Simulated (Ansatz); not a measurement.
# How AlN absorbs and reflects light, part 2 of 2

What colour and refractive index does AlN have at this level of theory? The cell comes from an older database entry, whose edges can differ from later determinations, mostly by under a per cent.

Ansatz 0.2.0; DFT, PBE, plane-wave PAW, default files, scalar-relativistic, independent-particle optical response without local fields.

So far. Step 2 (Ground state and bands): There is a gap, 4.21 eV on the path, so no carriers' term is needed. The cell is left with a pressure of 3.7 GPa and forces up to 0.13 eV/Å, as it stands unrelaxed at this level.

The database entry behind the starting cell differs from later determinations by our own check (inner coordinate u about 0.002 short), so it need not match the best structure at ambient conditions.

## 3. Spectrum

The spectrum is a sum over vertical transitions between filled and empty bands at the fixed density, so many empty bands are needed.

This step: DFT, PBE, plane-wave PAW, default files, scalar-relativistic, independent-particle optical response without local fields (Ansatz 0.2.0).

The input, input.yaml:

```yaml
crystal:
  lattice:
    - [3.113, 0.0, 0.0]
    - [-1.5565, 2.695937082, 0.0]
    - [0.0, 0.0, 4.981]
  atoms:
    - { symbol: Al, position: [0.6666666667, 0.3333333333, 0.5] }
    - { symbol: Al, position: [0.3333333333, 0.6666666667, 0.0] }
    - { symbol: "N", position: [0.6666666667, 0.3333333333, 0.88] }
    - { symbol: "N", position: [0.3333333333, 0.6666666667, 0.38] }
kpoints:
  mp_grid: { grid: [9, 9, 5] }
scf:
  occupations: { method: fixed }
hamiltonian:
  xc: pbe
  pseudopotentials: { kind: paw }
output:
  optics:
    e_range: [0, 14]
    de: 0.05
    sigma: 0.1
    nscf_kmesh: { grid: [9, 9, 5] }
    bands: { spectra_wanted_up_to: 14 }
```

On the command line:

```bash
$ ansatz run input.yaml --threads 4 --pin off --max-ram 8192MiB --backend cpu --events-out ev --progress --plain --runs-dir out
```

Numbers of over 12 decimals in the logs are rounded to 6 here.

The log of the run:

```text
[...]
Crystal: 4 atoms, lattice volume = 41.803 Å³
Basis set: ecut = 420 eV, 809 PW (Γ)
Bands: 12, of which v1, the nominal top of the filled ones, is band 8 counted from 1 (7 counted from 0)
Symmetry: 12 space group operations
[...]
k-points: 36 of 405 (time reversal used)
[...]
SCF iter   1: F=—  HF=-1848.497696 eV  |F-HF|=—  |Δ(HF+E_count)|=         —  Δρ=8.37e-4  dr2=1.47e-4  ethr=1.77e-3  ⟨swp⟩=4.9  Hψ=2386  notcnv=0  defer=64
[...]
SCF iter   7: F=-1848.498044 eV  HF=-1848.498044 eV  |F-HF|=2.27e-13  |Δ(HF+E_count)|=  3.59e-11  Δρ=5.77e-8  dr2=7.96e-13  ethr=1.00e-12  ⟨swp⟩=3.1  Hψ=1542  notcnv=0
SCF 1 converged in 7 iterations: F = -1848.498044 eV  dr2 = 7.96e-13
[...]
NSCF: frozen V_eff on 36 k-points
[...]
output.optics: what the bands over the 24 summed would add to eps1, eps2 and the energy-loss function is held between a lower and an upper bound (6 Lanczos steps). eps1, eps2 and their loss function (loss_summed_bands) are given on every row as the summed bands alone make them. Along an axis, on a row where the two bounds hold the loss function to about 1 % of the greater of itself and 0.5 % of |1/eps|, its cell (loss_completed) is given, with the completed eps1 and eps2 that it is formed of (a cell that is left empty reads nan in the table and null in the record). The two bounds hold it so along every axis on all 281 rows up to 14.000 eV. [rest of the remark cut]
SCF converged after 7 iterations
Free energy (F): -1848.498044 eV
[...]
Internal energy: -1848.498044 eV  (E = F + TS)
E sigma→0 (E₀):  -1848.498044 eV
Fermi energy:    7.119479 eV
[...]
--- Band table (eV; the first three rows and the last of 36) ---
  k-point 0: bands = [... 4 lower, 6.2905, 6.9399, 6.9399, 7.1195, 11.3324, 13.7884, 17.7301, 18.2932]
  k-point 1: bands = [... 4 lower, 6.3493, 6.3493, 6.8744, 6.8744, 12.0017, 13.8769, 17.4953, 18.2558]
  k-point 2: bands = [... 4 lower, 6.5062, 6.5062, 6.7067, 6.7067, 13.1399, 13.8473, 17.2791, 17.9078]
  k-point 35: bands = [... 4 lower, 2.9747, 3.6657, 6.2170, 6.2170, 13.9736, 14.9858, 15.1389, 15.1389]
```

Elapsed: 33 s, on 4 threads of AMD EPYC (Zen 3), shared host; peak memory 0.56 GiB; 1.8 min of CPU time.

Numbers from this step:

| Property | Result |
| --- | --- |
| electronic dielectric constant ε∞, mean over x, y and z (by symmetry where fewer were run) | 4.651 |
| absorption onset, first axis (α over 10⁴ cm⁻¹, or the direct gap if that lies higher) | 4.380 eV |
| main peak of Im epsilon, first axis | 7.958 eV |
| least direct gap on the mesh | 4.213 eV |
| bands summed | 24 |
| spectra valid up to | 20.41 eV |
| program's estimate of the k-sum error in Im epsilon | 0.06 % |
| electrons in the f-sum | 11.42 |

The Im ε has structure finer than the step of the table below, so its rows give means over 0.5 eV, whole bins alone (the curve runs from 0 to 14 eV). Peaks (eV: height): E ∥ x or y 7.95: 10.0, 10.80: 7.47, 11.80: 6.01; E ∥ z 6.70: 10.2, 7.50: 10.1, 9.90: 7.65, 10.60: 6.34, 11.80: 7.90.

The Im ε by photon energy; means over each step:

```
photon energy (eV)  E ∥ x or y   E ∥ z
               3.5           0       0
               4.0      4.0e-4  0.0239
               4.5       0.326   0.538
               5.0       0.800   0.895
               5.5        1.04    1.14
               6.0        2.07    3.27
               6.5        4.50    8.67
               7.0        6.73    9.27
               7.5        8.52    9.07
               8.0        9.20    5.14
               8.5        6.40    3.62
               9.0        5.77    4.03
               9.5        4.04    6.34
              10.0        4.55    6.41
              10.5        5.29    5.43
              11.0        5.89    4.17
              11.5        4.85    4.99
              12.0        5.52    6.37
              12.5        5.41    4.84
              13.0        4.69    4.25
              13.5        3.52    2.98
```

The Re ε by photon energy:

```
photon energy (eV)  E ∥ x or y   E ∥ z
               0.0        4.59    4.77
               0.5        4.60    4.79
               1.0        4.64    4.83
               1.5        4.70    4.90
               2.0        4.80    5.02
               2.5        4.94    5.17
               3.0        5.12    5.39
               3.5        5.38    5.71
               4.0        5.78    6.23
               4.5        6.56    6.90
               5.0        6.77    7.31
               5.5        7.33    8.23
               6.0        9.16    11.9
               6.5        9.21    9.83
               7.0        8.79    4.43
               7.5        6.23    1.83
               8.0        2.51  0.0668
               8.5       0.730    1.87
               9.0        1.05    3.43
               9.5       0.866    3.61
              10.0        2.28  -0.130
              10.5        2.64    1.72
              11.0      -0.837  -0.395
              11.5        1.50    2.77
              12.0      -0.322   -1.68
              12.5       -1.16   -1.58
              13.0       -1.91   -2.04
              13.5       -2.24   -2.42
              14.0       -1.86   -1.53
```

The loss function −Im 1/ε at q → 0 has structure finer than the step of the table below, so its rows give means over 0.5 eV, whole bins alone (the curve runs from 0 to 14 eV). Peaks (eV: height): E ∥ x or y 9.50: 0.247, 11.25: 0.242; E ∥ z 8.40: 0.243, 10.30: 0.217, 11.10: 0.284.

Loss function −Im 1/ε at q → 0 against energy loss; means over each step:

```
energy loss (eV)  E ∥ x or y   E ∥ z
             3.5           0       0
             4.0      1.1e-5  5.4e-4
             4.5     0.00750  0.0111
             5.0      0.0171  0.0164
             5.5      0.0188  0.0162
             6.0      0.0244  0.0221
             6.5      0.0439  0.0522
             7.0      0.0589  0.0865
             7.5      0.0778   0.104
             8.0      0.0994   0.197
             8.5       0.154   0.217
             9.0       0.168   0.147
             9.5       0.231   0.120
            10.0       0.178   0.157
            10.5       0.158   0.179
            11.0       0.175   0.242
            11.5       0.200   0.177
            12.0       0.181   0.154
            12.5       0.177   0.187
            13.0       0.186   0.193
            13.5       0.205   0.214
```

Table of reflectivity at normal incidence by photon energy; read off at these points:

```
photon energy (eV)  E ∥ x or y (%)  E ∥ z (%)
             0.000            13.2       13.8
             0.250            13.2       13.8
             0.500            13.3       13.9
             0.750            13.3       13.9
             1.000            13.4       14.0
             1.250            13.5       14.1
             1.500            13.6       14.3
             1.750            13.8       14.4
             2.000            13.9       14.6
             2.250            14.1       14.9
             2.500            14.4       15.1
             2.750            14.7       15.5
             3.000            15.0       15.8
             3.250            15.4       16.3
             3.500            15.8       16.8
             3.750            16.3       17.4
             4.000            17.0       18.3
             4.250            18.0       19.7
             4.500            19.3       20.2
             4.750            19.6       20.7
             5.000            20.0       21.4
             5.250            20.6       22.3
             5.500            21.5       23.6
             5.750            22.9       25.8
             6.000            26.0       31.1
             6.250            27.1       33.4
             6.500            28.6       35.2
             6.750            29.2       36.4
             7.000            31.2       35.2
             7.250            32.0       33.4
             7.500            33.5       39.3
             7.600            34.2       39.9
             7.750            34.0       38.4
             8.000            38.0       30.2
             8.050            38.1       28.4
             8.250            36.4       23.6
             8.500            31.7       18.2
             8.750            29.0       18.6
             9.000            29.9       19.6
             9.250            31.2       23.3
             9.500            22.9       29.8
             9.750            19.5       30.6
            10.000            23.7       35.8
            10.250            24.5       28.6
            10.500            23.2       27.6
            10.750            32.0       34.5
            10.950            37.4       32.3
            11.000            36.9       29.7
            11.250            27.3       20.4
            11.500            24.3       21.3
            11.750            31.7       35.1
            12.000            33.2       41.0
            12.250            32.9       38.6
            12.500            38.3       39.3
            12.600            40.2       39.3
            12.750            37.4       38.9
            13.000            41.5       42.3
            13.250            43.7       44.7
            13.500            45.0       48.6
            13.550            44.9       48.6
            13.750            43.8       43.9
            14.000            42.7       40.5
```

Values under 1 per cm are given as 1. Absorption coefficient against photon energy:

```
photon energy (eV)  E ∥ x or y (1/cm)  E ∥ z (1/cm)
             0.000                  1             1
             0.500                  1             1
             1.000                  1             1
             1.500                  1             1
             2.000                  1             1
             2.500                  1             1
             3.000                  1             1
             3.500                  1             1
             4.000                  1          13.9
             4.500              31467         49156
             5.000              78381         83957
             5.500              1.1e5         1.1e5
             6.000              2.0e5         2.4e5
             6.500              4.7e5         8.5e5
             7.000              7.5e5         1.2e6
             7.500              1.1e6         1.6e6
             8.000              1.6e6         1.3e6
             8.500              1.4e6         8.7e5
             9.000              1.4e6         8.5e5
             9.500              1.2e6         1.4e6
            10.000              1.2e6         1.9e6
            10.500              1.3e6         1.5e6
            11.000              2.1e6         1.6e6
            11.500              1.5e6         1.3e6
            12.000              2.0e6         2.4e6
            12.500              2.4e6         2.3e6
            13.000              2.5e6         2.5e6
            13.500              2.4e6         2.4e6
            14.000              2.3e6         2.1e6
```

At chosen wavelengths:

```
wavelength (nm)  n xy   k xy  R (%) xy     1/α xy   n z    k z  R (%) z      1/α z
           1064  2.16  0.000      13.4  over 1 mm  2.20  0.000     14.1  over 1 mm
            800  2.17  0.000      13.6  over 1 mm  2.22  0.000     14.3  over 1 mm
            633  2.19  0.000      13.9  over 1 mm  2.24  0.000     14.6  over 1 mm
            405  2.27  0.000      15.1  over 1 mm  2.33  0.000     15.9  over 1 mm
            365  2.31  0.000      15.6  over 1 mm  2.37  0.000     16.6  over 1 mm
            248  2.61  0.155      20.0     128 nm  2.71  0.166     21.4     119 nm
            193  3.10  0.651      28.0      24 nm  3.41  1.167     34.4      13 nm
```

Rows near the edge hang on the gap, which this functional as a rule makes too small, and phonon-assisted absorption is left out.

Through 1 µm of it, D65 light comes out colourless, dimmed by reflection (x = 0.314, y = 0.330; 75 % transmitted).

At 1064 nm the birefringence n(z) − n(x) is +0.044: the crystal is uniaxial positive at this level.

The f-sum over the summed bands holds 11.4 of the cell's 16 electrons outside the frozen cores, 4 of which lie in bands more than 12 eV below the Fermi level, whose transitions come at higher energies. Up to 14 eV the strength has a mean oscillator energy of 9.3 eV, close to the main peak.

## 4. Summary of results

- gap on the path: 4.21 eV
- least direct gap on the path: 4.21 eV
- electronic dielectric constant ε∞, mean over x, y and z (by symmetry where fewer were run) (independent particles): 4.65
- absorption onset, first axis (α over 10⁴ cm⁻¹, or the direct gap if that lies higher): 4.38 eV
- main peak of Im epsilon, first axis: 7.96 eV

In words: At this level (PBE, independent particles) AlN has a mean ε∞ = 4.65 and n = 2.15 at 1550 nm (E ∥ x); absorption sets in near 4.4 eV, and Im ε peaks at 8.0 eV (E ∥ x). The gap on the path is direct, 4.21 eV. The absorption coefficient passes 10⁴ cm⁻¹ at 4.38 eV, in the ultraviolet, so the visible is passed. Distinct maxima of Im ε, read by a parabola through the highest points, lie at 7.96 eV (10), 10.82 eV (7.5), 11.78 eV (6.0) and 12.44 eV (5.8) for E ∥ x or y. The static values by axis are 4.59 (xy), 4.77 (z). The f-sum over the summed bands holds 11.4 of the cell's 16 electrons outside the frozen cores, 4 of which lie in bands more than 12 eV below the Fermi level, whose transitions come at higher energies. Up to 14 eV the strength has a mean oscillator energy of 9.3 eV, close to the main peak. Through 1 µm of it, D65 light comes out colourless, dimmed by reflection (x = 0.314, y = 0.330; 75 % transmitted). At 1064 nm the birefringence n(z) − n(x) is +0.044: the crystal is uniaxial positive at this level. Excitons and phonon-assisted transitions are missing, and so are local fields; PBE gaps are as a rule too small, which pulls the onset down and ε∞ up. In the base run ε includes the program's bounded estimate of what the bands above those summed add.

[Logs are printed without paths, hosts, clocks, repeated set-up lines and the standing remarks that a program may print on its own settings, such as how far it seeks lower states.]

[Hosts, paths, dates, database ids (printed as entryN), source tags and the programs' standing remarks are cut or masked in the printed files.]
